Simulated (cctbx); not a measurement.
# A crystallographic session in cctbx: Lu3CrHg2S8

Library: cctbx 2025.11. The data are simulated by the first script.

## 1. Simulate the data

run.py:

```python
from cctbx import adptbx, crystal, miller, sgtbx, xray
from cctbx.array_family import flex
from iotbx.shelx import hklf
from scitbx import matrix
import scitbx.random

cs = crystal.symmetry(unit_cell=(8.051, 8.051, 18.982, 90, 90, 120), space_group_symbol='Hall: -R 3 2"')  # R-3m
atoms = [  # label, site, U (iso, or U11 U22 U33 U12 U13 U23 in A^2), occupancy
    ("Hg1", (1/3, 2/3, 0.2939), (0.0085, 0.0085, 0.0110, 0.0042, 0.0000, 0.0000), 1),
    ("Lu1", (1/3, 0.16667, 0.16667), (0.0102, 0.0103, 0.0092, 0.0051, -0.0002, -0.0001), 1),
    ("Cr1", (0, 0, 0), (0.0129, 0.0129, 0.0149, 0.0064, 0.0000, 0.0000), 1),
    ("S1", (0.1532, 0.8468, 0.0778), (0.0210, 0.0210, 0.0186, 0.0110, 0.0006, -0.0006), 1),
    ("S2", (1/3, 2/3, 0.9112), (0.0149, 0.0149, 0.0129, 0.0075, -0.0000, 0.0000), 1),
]
xs = xray.structure(crystal_symmetry=cs)
for label, site, u, occ in atoms:
    u = adptbx.u_cif_as_u_star(cs.unit_cell(), u) if isinstance(u, tuple) else u
    xs.add_scatterer(xray.scatterer(label, site=site, u=u, occupancy=occ))
xs.set_inelastic_form_factors(0.71073, "sasaki")
xs.show_summary()
p1 = xs.expand_to_p1()
ms = miller.build_set(p1, anomalous_flag=True, d_min=0.77)
flex.set_random_seed(114721)
scitbx.random.set_random_seed(114721)
ms = ms.select(flex.random_double(ms.size()) < 0.8)
i = ms.structure_factors_from_scatterers(p1, algorithm="direct").f_calc().as_intensity_array().data()
i = i * 5000 / flex.max(i)
sig = flex.sqrt(i + flex.pow2(0.02 * i) + 8 ** 2)
noise = scitbx.random.variate(scitbx.random.normal_distribution())(i.size())
data = ms.array(data=i + sig * noise, sigmas=sig).set_observation_type_xray_intensity()
with open("data.hkl", "w") as f:
    data.export_as_shelx_hklf(f)
print("reflections written:", data.size(), " <I/sigma> = %.1f" % flex.mean(data.data() / data.sigmas()))
for h, a, b in list(data.sort("data"))[:12]:
    print("%4d%4d%4d %9.1f %7.1f" % (h + (a, b)))
```

```console
$ python run.py
```

```text
Number of scatterers: 5
At special positions: 5
Unit cell: (8.051, 8.051, 18.982, 90, 90, 120)
Space group: R -3 m :H (No. 166)
reflections written: 7786  <I/sigma> = 3.5
  -4   2   0    5330.2   122.7
   2   2   0    5067.8   122.7
  -2  -2   0    5043.3   122.7
  -2   4   0    5040.1   122.7
   2  -2  -8    5007.4   120.0
   4  -2   0    4912.2   122.7
   0   2  -8    4832.9   120.0
  -2   2   8    4813.7   120.0
   2  -4   0    4765.9   122.7
  -2   0  -8    4757.7   120.0
   4   0  -8    3407.9    86.5
  -4   4  -8    3255.2    86.5
```

It took 0.31 s on 1 thread of Arm Neoverse V2 (shared host), peak memory 0.07 GiB.

## 2. Refinement (right model, isotropic)

run.py:

```python
import math
from cctbx import adptbx, crystal, maptbx, sgtbx, xray
from cctbx.array_family import flex
from cctbx.xray import observations
from iotbx.shelx import hklf
from scitbx.lstbx import normal_eqns_solving
from smtbx import absolute_structure, utils
from smtbx.refinement import constraints, least_squares

cs = crystal.symmetry(unit_cell=(8.051, 8.051, 18.982, 90, 90, 120), space_group_symbol='Hall: -R 3 2"')  # R-3m
atoms = [  # label, site, U (iso, or U11 U22 U33 U12 U13 U23 in A^2), occupancy
    ("Hg1", (1/3, 2/3, 0.2954), 0.0200, 1),
    ("Lu1", (1/3, 0.16667, 0.16667), 0.0200, 1),
    ("Cr1", (0, 0, 0), 0.0200, 1),
    ("S1", (0.1503, 0.8497, 0.0733), 0.0200, 1),
    ("S2", (1/3, 2/3, 0.9103), 0.0200, 1),
]
xs = xray.structure(crystal_symmetry=cs)
for label, site, u, occ in atoms:
    u = adptbx.u_cif_as_u_star(cs.unit_cell(), u) if isinstance(u, tuple) else u
    xs.add_scatterer(xray.scatterer(label, site=site, u=u, occupancy=occ))
xs.set_inelastic_form_factors(0.71073, "sasaki")
raw = hklf.reader(file_name="data.hkl").as_miller_arrays(crystal_symmetry=cs, anomalous=True)[0]
merged = raw.eliminate_sys_absent().merge_equivalents()
fo2 = merged.array().set_observation_type_xray_intensity()
print("Rint %.3f, %d unique reflections to %.2f A" % (merged.r_int(), fo2.size(), fo2.d_min()))
for sc in xs.scatterers():
    sc.flags.set_grad_site(True)
    sc.flags.set_grad_u_aniso(sc.flags.use_u_aniso())
    sc.flags.set_grad_u_iso(sc.flags.use_u_iso())
obs = fo2.as_xray_observations()
extra = {}
rep = constraints.reparametrisation(xs, [], utils.connectivity_table(xs), **extra)
ls = least_squares.crystallographic_ls(obs, rep, weighting_scheme=least_squares.mainstream_shelx_weighting(a=0, b=0))
print("cycle     R1     wR2    GooF  max shift (A)")
for cycle in range(8):
    ls.build_up()
    r1, wr2, goof = ls.r1_factor(cutoff_factor=2)[0], ls.wR2(), ls.goof()
    old = xs.sites_cart()
    normal_eqns_solving.levenberg_marquardt_iterations(ls, n_max_iterations=3, tau=1e-06, step_threshold=1e-7)
    big = flex.max((xs.sites_cart() - old).norms())
    print("%4d %7.4f %7.4f %7.3f %9.5f" % (cycle + 1, r1, wr2, goof, big))
    ls.build_up(objective_only=True)
    if abs(ls.wR2() - wr2) < 5e-5 and big < 5e-4:
        break
ls.build_up()
print("final R1 %.4f wR2 %.4f GooF %.3f  parameters %d  data/parameter %.1f" % (ls.r1_factor(cutoff_factor=2)[0], ls.wR2(), ls.goof(), ls.n_parameters, fo2.size() / ls.n_parameters))
cov = ls.covariance_matrix_and_annotations()
su = dict(zip(cov.annotations, (math.sqrt(max(v, 0)) for v in cov.matrix.matrix_packed_u_diagonal())))
a2 = cs.unit_cell().reciprocal_parameters()[0] ** -2
print("atom        x        y        z      Ueq    occ   su(xyz)  su(Uiso or U11)")
for sc in xs.scatterers():
    s = max(su.get(sc.label + k, 0) for k in (".x", ".y", ".z"))
    npd = "" if sc.is_positive_definite_u(cs.unit_cell()) else "  NPD"
    print("%-5s %8.5f %8.5f %8.5f %8.4f %6.3f %8.5f %7.4f%s" % ((sc.label,) + sc.site + (sc.u_iso_or_equiv(cs.unit_cell()), sc.occupancy, s, su.get(sc.label + ".uiso", su.get(sc.label + ".u11", 0) * a2), npd)))
fo = fo2.f_sq_as_f()
fc = fo.structure_factors_from_scatterers(xs, algorithm="direct").f_calc()
diff = fo.f_obs_minus_f_calc(1 / math.sqrt(ls.scale_factor()), fc).average_bijvoet_mates()
m = diff.fft_map(symmetry_flags=maptbx.use_space_group_symmetry, resolution_factor=0.25).apply_volume_scaling()
print("difference map: max %.2f min %.2f rms %.2f" % (m.statistics().max(), m.statistics().min(), m.statistics().sigma()))
peaks = m.peak_search(parameters=maptbx.peak_search_parameters(min_distance_sym_equiv=0.6, max_clusters=6)).all()
near = xs.closest_distances(peaks.sites(), distance_cutoff=4)
sps = cs.special_position_settings(min_distance_sym_equiv=0.5)
for k, (x, h) in enumerate(zip(peaks.sites(), peaks.heights())):
    ss = sps.site_symmetry(x)
    print("Q%-3d %7.4f %7.4f %7.4f %4d %7.2f  %.2f A from %s" % ((k + 1,) + tuple(t % 1 for t in ss.exact_site()) + (ss.multiplicity(), h, near.smallest_distances[k], xs.scatterers()[near.i_seqs[k]].label)))
```

```console
$ python run.py
```

```text
Rint 0.046, 335 unique reflections to 0.77 A
cycle     R1     wR2    GooF  max shift (A)
   1  0.1142  0.2186   7.750   0.09691
   2  0.0188  0.0338   1.200   0.00001
final R1 0.0188 wR2 0.0338 GooF 1.200  parameters 9  data/parameter 37.2
atom        x        y        z      Ueq    occ   su(xyz)  su(Uiso or U11)
Hg1    0.33333  0.66667  0.29394   0.0094  1.000  0.00003  0.0001
Lu1    0.33333  0.16667  0.16667   0.0098  1.000  0.00000  0.0001
Cr1    0.00000  0.00000  0.00000   0.0120  1.000  0.00000  0.0006
S1     0.15338  0.84662  0.07788   0.0192  1.000  0.00016  0.0004
S2     0.33333  0.66667  0.91138   0.0148  1.000  0.00020  0.0007
difference map: max 3.66 min -1.88 rms 0.34
Q1    0.0000  0.0000  0.3975    6    3.67  0.47 A from Hg1
Q2    0.0000  0.0000  0.3482    6    3.39  0.47 A from Hg1
Q3    0.0545  0.1089  0.6927   18    1.21  1.41 A from S2
Q4    0.0531  0.1062  0.5664   18    1.19  1.37 A from Hg1
Q5    0.0000  0.0000  0.0278    6    1.15  0.53 A from Cr1
Q6    0.0655  0.5327  0.6522   18    1.10  1.77 A from S1
```

Time: 0.45 s.

## 3. Refinement (right model, anisotropic)

run.py, as its changes from the last script of this kind:

```diff
@@ -12,5 +12,5 @@
-    ("Hg1", (1/3, 2/3, 0.2954), 0.0200, 1),
-    ("Lu1", (1/3, 0.16667, 0.16667), 0.0200, 1),
-    ("Cr1", (0, 0, 0), 0.0200, 1),
-    ("S1", (0.1503, 0.8497, 0.0733), 0.0200, 1),
-    ("S2", (1/3, 2/3, 0.9103), 0.0200, 1),
+    ("Hg1", (1/3, 2/3, 0.29394), 0.0094, 1),
+    ("Lu1", (1/3, 0.16667, 0.16667), 0.0098, 1),
+    ("Cr1", (0, 0, 0), 0.0120, 1),
+    ("S1", (0.15338, 0.84662, 0.07788), 0.0192, 1),
+    ("S2", (1/3, 2/3, 0.91138), 0.0148, 1),
@@ -22,0 +23 @@
+xs.convert_to_anisotropic()
```

```console
$ python run.py
```

```text
Rint 0.046, 335 unique reflections to 0.77 A
cycle     R1     wR2    GooF  max shift (A)
   1  0.0187  0.0338   1.217   0.00104
   2  0.0156  0.0266   0.957   0.00000
final R1 0.0156 wR2 0.0266 GooF 0.957  parameters 18  data/parameter 18.6
atom        x        y        z      Ueq    occ   su(xyz)  su(Uiso or U11)
Hg1    0.33333  0.66667  0.29392   0.0095  1.000  0.00002  0.0001
Lu1    0.33333  0.16667  0.16667   0.0098  1.000  0.00000  0.0002
Cr1    0.00000  0.00000  0.00000   0.0124  1.000  0.00000  0.0007
S1     0.15341  0.84659  0.07793   0.0196  1.000  0.00013  0.0006
S2     0.33333  0.66667  0.91137   0.0147  1.000  0.00016  0.0008
difference map: max 0.97 min -1.43 rms 0.30
Q1    0.0671  0.5335  0.6527   18    1.03  1.77 A from S1
Q2    0.0548  0.1095  0.6921   18    1.01  1.42 A from S2
Q3    0.0615  0.1229  0.2709   18    1.01  0.99 A from S2
Q4    0.0516  0.1033  0.5679   18    1.01  1.34 A from Hg1
Q5    0.0642  0.5321  0.8434   18    0.97  1.89 A from S1
Q6    0.0421  0.0842  0.9169   18    0.96  1.68 A from Cr1
```

Time: 0.45 s.

## 4. Refinement

run.py, as its changes from the last script of this kind:

```diff
@@ -22 +22 @@
-xs.set_inelastic_form_factors(0.71073, "sasaki")
+# no anomalous dispersion
@@ -37 +37 @@
-for cycle in range(8):
+for cycle in range(12):
```

```console
$ python run.py
```

```text
Rint 0.046, 335 unique reflections to 0.77 A
cycle     R1     wR2    GooF  max shift (A)
   1  0.0251  0.0456   1.639   0.00230
   2  0.0172  0.0285   1.025   0.00000
final R1 0.0172 wR2 0.0285 GooF 1.025  parameters 18  data/parameter 18.6
atom        x        y        z      Ueq    occ   su(xyz)  su(Uiso or U11)
Hg1    0.33333  0.66667  0.29393   0.0107  1.000  0.00003  0.0001
Lu1    0.33333  0.16667  0.16667   0.0093  1.000  0.00000  0.0002
Cr1    0.00000  0.00000  0.00000   0.0098  1.000  0.00000  0.0008
S1     0.15352  0.84648  0.07795   0.0179  1.000  0.00014  0.0006
S2     0.33333  0.66667  0.91135   0.0129  1.000  0.00017  0.0008
difference map: max 1.30 min -1.40 rms 0.34
Q1    0.0526  0.1052  0.6925   18    1.38  1.40 A from S2
Q2    0.0686  0.5343  0.6538   18    1.33  1.75 A from S1
Q3    0.0472  0.0943  0.5723   18    1.24  1.23 A from Hg1
Q4    0.0442  0.0885  0.9169   18    1.19  1.69 A from Cr1
Q5    0.0615  0.1230  0.8601   18    1.16  1.55 A from Lu1
Q6    0.0522  0.5261  0.8444   18    1.12  1.90 A from S1
```

Time: 0.45 s.

This run holds a fault made on purpose: anomalous dispersion left out.

## 5. Refinement

run.py, as its changes from the last script of this kind:

```diff
@@ -16,0 +17 @@
+    ("S3", (0.28, 0.873, 0.158), 0.0300, 1),
@@ -22,2 +23 @@
-# no anomalous dispersion
-xs.convert_to_anisotropic()
+xs.set_inelastic_form_factors(0.71073, "sasaki")
```

```console
$ python run.py
```

```text
Rint 0.046, 335 unique reflections to 0.77 A
cycle     R1     wR2    GooF  max shift (A)
   1  0.1921  0.3944  14.072   0.42552
   2  0.0444  0.1506   5.374   0.99839
   3  0.0220  0.0446   1.591   0.26476
   4  0.0209  0.0424   1.513   0.04865
   5  0.0208  0.0424   1.511   0.01458
   6  0.0208  0.0424   1.511   0.00674
   7  0.0208  0.0424   1.511   0.00561
   8  0.0208  0.0424   1.511   0.00240
   9  0.0208  0.0424   1.511   0.00397
  10  0.0208  0.0424   1.511   0.00323
  11  0.0208  0.0424   1.511   0.00364
  12  0.0208  0.0424   1.511   0.00347
final R1 0.0208 wR2 0.0424 GooF 1.511  parameters 13  data/parameter 25.8
atom        x        y        z      Ueq    occ   su(xyz)  su(Uiso or U11)
Hg1    0.33333  0.66667  0.29395   0.0096  1.000  0.00004  0.0002
Lu1    0.33333  0.16667  0.16667   0.0100  1.000  0.00000  0.0002
Cr1    0.00000  0.00000  0.00000   0.0121  1.000  0.00000  0.0008
S1     0.15335  0.84665  0.07786   0.0194  1.000  0.00020  0.0005
S2     0.33333  0.66667  0.91135   0.0149  1.000  0.00025  0.0008
S3     0.34556  0.98908  0.08250   1.0000  1.000  0.00741  0.0646
difference map: max 3.88 min -1.62 rms 0.38
Q1    0.0000  0.0000  0.3975    6    3.89  0.47 A from Hg1
Q2    0.0000  0.0000  0.3476    6    3.49  0.48 A from Hg1
Q3    0.0539  0.1077  0.6927   18    1.50  1.41 A from S2
Q4    0.0000  0.0000  0.0283    6    1.47  0.54 A from Cr1
Q5    0.0000  0.0000  0.1156    6    1.43  2.19 A from Cr1
Q6    0.0515  0.1030  0.5660   18    1.38  1.37 A from Hg1
```

Time: 0.98 s.

This run holds a fault made on purpose: spurious atom: S3.

## 6. Refinement

run.py, as its changes from the last script of this kind:

```diff
@@ -15,3 +15 @@
-    ("S1", (0.15338, 0.84662, 0.07788), 0.0192, 1),
-    ("S2", (1/3, 2/3, 0.91138), 0.0148, 1),
-    ("S3", (0.28, 0.873, 0.158), 0.0300, 1),
+    ("S1", (1/3, 2/3, 0.91138), 0.0148, 1),
@@ -23,0 +22 @@
+xs.convert_to_anisotropic()
```

```console
$ python run.py
```

```text
Rint 0.046, 335 unique reflections to 0.77 A
cycle     R1     wR2    GooF  max shift (A)
   1  0.1543  0.3099  11.040   0.06752
   2  0.1463  0.2941  10.478   0.00074
   3  0.1461  0.2941  10.477   0.00003
final R1 0.1461 wR2 0.2941 GooF 10.477  parameters 12  data/parameter 27.9
atom        x        y        z      Ueq    occ   su(xyz)  su(Uiso or U11)
Hg1    0.33333  0.66667  0.29338   0.0048  1.000  0.00023  0.0014
Lu1    0.33333  0.16667  0.16667   0.0082  1.000  0.00000  0.0020
Cr1    0.00000  0.00000  0.00000   0.0403  1.000  0.00000  0.0127
S1     0.33333  0.66667  0.91498   0.0132  1.000  0.00184  0.0084
difference map: max 45.20 min -14.25 rms 2.49
Q1    0.0218  0.5109  0.7457   18   46.72  2.58 A from Hg1
Q2    0.0000  0.0000  0.0000    3   22.99  0.00 A from Cr1
Q3    0.0000  0.5000  0.5000    9   14.68  0.00 A from Lu1
Q4    0.0000  0.0000  0.5000    3   13.10  2.41 A from Hg1
Q5    0.0000  0.0000  0.3632    6    9.05  0.19 A from Hg1
Q6    0.0000  0.0000  0.1502    6    6.49  1.86 A from S1
```

It took 0.53 s on 1 thread of Arm Neoverse V2 (shared host), peak memory 0.09 GiB.

This run holds a fault made on purpose: atom left out: S1.

[Logs are printed without paths, hosts, clocks, repeated set-up lines and the standing remarks that a program may print on its own settings, such as how far it seeks lower states.]
